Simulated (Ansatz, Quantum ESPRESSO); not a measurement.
# NaI (Fm-3m): from Born charge to LO-TO splitting

Aim: work out the LO frequency and the static dielectric constant of NaI (Fm-3m) from one linear-response run, then check them.

Method: DFT LDA, scalar-relativistic, plane waves, PseudoDojo norm-conserving pseudopotentials, in Quantum ESPRESSO 8.0 development, patched.

## Step 1: Set-up

The structure is cubic, space group Fm-3m (No. 225). The conventional cell has a = 6.263 Å, b = 6.263 Å, c = 6.263 Å, α = 90.00°, β = 90.00°, γ = 90.00°. Nearest to Na lie 6 I at 3.13 Å. Nearest to I lie 6 Na at 3.13 Å. Farther neighbours and most contacts between anions are not listed.

Structure file:

```
Na I
1.0
    -3.13154    0.00000    3.13154
     0.00000    3.13154    3.13154
    -3.13154    3.13154    0.00000
Na I
1 1
Direct
  0.00000 0.00000 0.00000
  0.50000 0.50000 0.50000
```

This is the cell after its relaxation at this level of theory, not the database cell from which that began.

## Step 2: What the response run gave

A linear-response run on the relaxed cell, with the response to an electric field; only its zone-centre results are used. Cutoff 88 Ry, k mesh 6×6×6.

Log:

```text
[banners, grids, parts of the stress and lines that vanish by symmetry left out]
Program PHONON v.8.0dev
     Dynamical matrices for q-points given in input
     (   1q-points):
[...]
Exchange-correlation= PW
                           (   1   4   0   0   0   0   0)
[...]
kinetic-energy cut-off    =      88.0000  Ry
     charge density cut-off    =     352.0000  Ry
     convergence threshold     =      1.0E-18
[...]
Exchange-correlation= PW
                           (   1   4   0   0   0   0   0)
[...]
q = (   0.0000000   0.0000000   0.0000000 )
     49 Sym.Ops. (with q -> -q+G )
     G cutoff = 1248.9863  (  45911 G-vectors)     FFT grid: ( 50, 50, 50)
     number of k points=    16
[...]
Mode symmetry, O_h (m-3m)  point group:
[...]
Dielectric constant
[...]
End of electric fields calculation
          Dielectric constant in cartesian axis
          (       3.657404759       0.000000000       0.000000000 )
          (       0.000000000       3.657404759      -0.000000000 )
          (       0.000000000      -0.000000000       3.657404759 )
          Effective charges (d Force / dE) in cartesian axis without acoustic sum rule applied (asr)
           atom    1  Na    Mean Z*:        1.16738
      Ex  (        1.16738       -0.00000       -0.00000 )
      Ey  (       -0.00000        1.16738       -0.00000 )
      Ez  (       -0.00000       -0.00000        1.16738 )
           atom    2  I     Mean Z*:       -1.17622
      Ex  (       -1.17622       -0.00000       -0.00000 )
      Ey  (       -0.00000       -1.17622        0.00000 )
      Ez  (       -0.00000        0.00000       -1.17622 )
          Effective charges Sum: Mean:       -0.00884
[...]
Effective charges (d Force / dE) in cartesian axis with asr applied:
           atom    1  Na    Mean Z*:        1.17180
[...]
atom    2  I     Mean Z*:       -1.17180
[...]
Dielectric constant from finite-differences
          (       3.657215897       0.000000000       0.000000000 )
          (       0.000000000       3.657215897      -0.000000000 )
          (       0.000000000      -0.000000000       3.657215897 )
[...]
(       0.000000000      -0.000000000       0.000000000 )
          (      -0.000000000       0.000000000       0.000000000 )
          (       0.000000000       0.000000000       0.000000000 )
          (       0.000000000      -0.000000000       0.000000000 )
          (      -0.000000000       0.000000000      -0.000000000 )
          (       0.000000000      -0.000000000       0.000000000 )
          (      -0.000000000       0.000000000       0.000000000 )
          (      -0.000000000       0.000000000      -0.000000000 )
[...]
(      -0.000000000      -0.000000000       0.000000000 )
          (       0.000000000       0.000000000       0.000000000 )
          (      -0.000000000      -0.000000000      -0.000000000 )
          (      -0.000000000      -0.000000000      -0.000000000 )
          (      -0.000000000      -0.000000000       0.000000000 )
[...]
Representation #   1 modes #   1   2   3
[...]
End of self-consistent calculation
     Convergence has been achieved
     Representation #   2 modes #   4   5   6
[...]
End of self-consistent calculation
     Convergence has been achieved
[...]
Dielectric constant in cartesian axis
          (       3.657404759       0.000000000       0.000000000 )
          (       0.000000000       3.657404759      -0.000000000 )
          (       0.000000000      -0.000000000       3.657404759 )
          Effective charges (d Force / dE) in cartesian axis without acoustic sum rule applied (asr)
           atom    1  Na    Mean Z*:        1.16738
      Ex  (        1.16738       -0.00000       -0.00000 )
      Ey  (       -0.00000        1.16738       -0.00000 )
      Ez  (       -0.00000       -0.00000        1.16738 )
           atom    2  I     Mean Z*:       -1.17622
      Ex  (       -1.17622       -0.00000       -0.00000 )
      Ey  (       -0.00000       -1.17622        0.00000 )
      Ez  (       -0.00000        0.00000       -1.17622 )
          Effective charges Sum: Mean:       -0.00884
[...]
Effective charges (d Force / dE) in cartesian axis with asr applied:
           atom    1  Na    Mean Z*:        1.17180
[...]
atom    2  I     Mean Z*:       -1.17180
[...]
q = (    0.000000000   0.000000000   0.000000000 )
[...]
freq (    1) =       0.110650 [THz] =       3.690874 [cm-1]
     freq (    2) =       0.110650 [THz] =       3.690874 [cm-1]
     freq (    3) =       0.110650 [THz] =       3.690874 [cm-1]
     freq (    4) =       3.911625 [THz] =     130.477763 [cm-1]
     freq (    5) =       3.911625 [THz] =     130.477763 [cm-1]
     freq (    6) =       3.911625 [THz] =     130.477763 [cm-1]
[...]
Mode symmetry, O_h (m-3m)  point group:
     freq (   1-   3) =          3.7  [cm-1]   --> T_1u G_15  G_4- I
     freq (   4-   6) =        130.5  [cm-1]   --> T_1u G_15  G_4- I

   JOB DONE.
```

```csv
quantity,value
cell volume Ω (Å³),61.419
mass of Na (u),22.990
mass of I (u),126.904
"Born charge of Na, raw (e)",1.167
"Born charge of I, raw (e)",-1.176
ε∞,3.657
ω(TO) after the sum rule (cm⁻¹),130.2
```

## Step 3: The calculation

The charges must sum to zero over the cell; taking off their mean, -0.004 e, leaves Z* = 1.172 e on Na. In the polar mode Na moves against I, so the reduced mass is μ = 22.99 × 126.90 / 149.89 = 19.464 u.

A longitudinal wave builds up a field that adds to the restoring force: ω(LO)² = ω(TO)² + 4π Z*² / (μ Ω ε∞), in Hartree atomic units. With μ = 35480 electron masses and Ω = 414.48 bohr³ the second term is 3.2082e-07 Ha², or 15453 cm⁻² (1 Ha = 219474.6 cm⁻¹).

So ω(LO) = √(16949 + 15453) = 180.0 cm⁻¹, and by the Lyddane-Sachs-Teller relation ε₀ = ε∞ (ω(LO)/ω(TO))² = 6.99.

## Step 4: Check against the program

The analysis program adds the same non-analytic term to the full matrix, here for q along (1 0 0).

Log:

```text
[banner, memory and clock lines left out]
Program DYNMAT v.8.0dev

     Reading Dynamical Matrix from file g.dyn
     ...Force constants read
     ...epsilon and Z* read
     ...Raman cross sections read

     Polarizability (A^3 units)
     multiply by 0.530278 for Clausius-Mossotti correction (not under assume_isolated = 'mt')
        12.988331    0.000000    0.000000
         0.000000   12.988331   -0.000000
         0.000000   -0.000000   12.988331

     IR activities are in (D/A)^2/amu units

# mode   [cm-1]    [THz]      IR
    1     -0.00   -0.0000    0.0000
    2     -0.00   -0.0000    0.0000
    3      0.00    0.0000    0.0000
    4    130.19    3.9030    1.6276
    5    130.19    3.9030    1.6276
    6    180.01    5.3965    1.6276
```

ε₀ comes from the program's run without a direction of q.

```csv
quantity,by hand,program
ω(LO) (cm⁻¹),180.0,180.0
ε₀,6.99,6.99
```

## Step 5: Summary of results

```yaml
to_mode: 130.2 cm⁻¹
lo_mode: 180.0 cm⁻¹
static_dielectric_constant: 6.992
```

In words: The LO mode of NaI (Fm-3m) lies at 180 cm⁻¹, 50 cm⁻¹ above the TO mode; the formula meets the program within 0.1 cm⁻¹, as it must for a cubic crystal with one polar mode. ω(LO)² − ω(TO)² goes with Z*²/ε∞: an error of 5 % in ε∞ would move the LO mode by 2.1 cm⁻¹, and semilocal functionals tend to overestimate ε∞. These are harmonic values at zero temperature, at the volume of this functional, for the structure held cubic; stability elsewhere in the zone is no part of this calculation.

[Host names and launcher messages were left out of these logs when they were recorded.]

[Logs are printed without paths, hosts, clocks, repeated set-up lines and the standing remarks that a program may print on its own settings, such as how far it seeks lower states.]

[Hosts, paths, dates, database ids (printed as entryN), source tags and the programs' standing remarks are cut or masked in the printed files.]
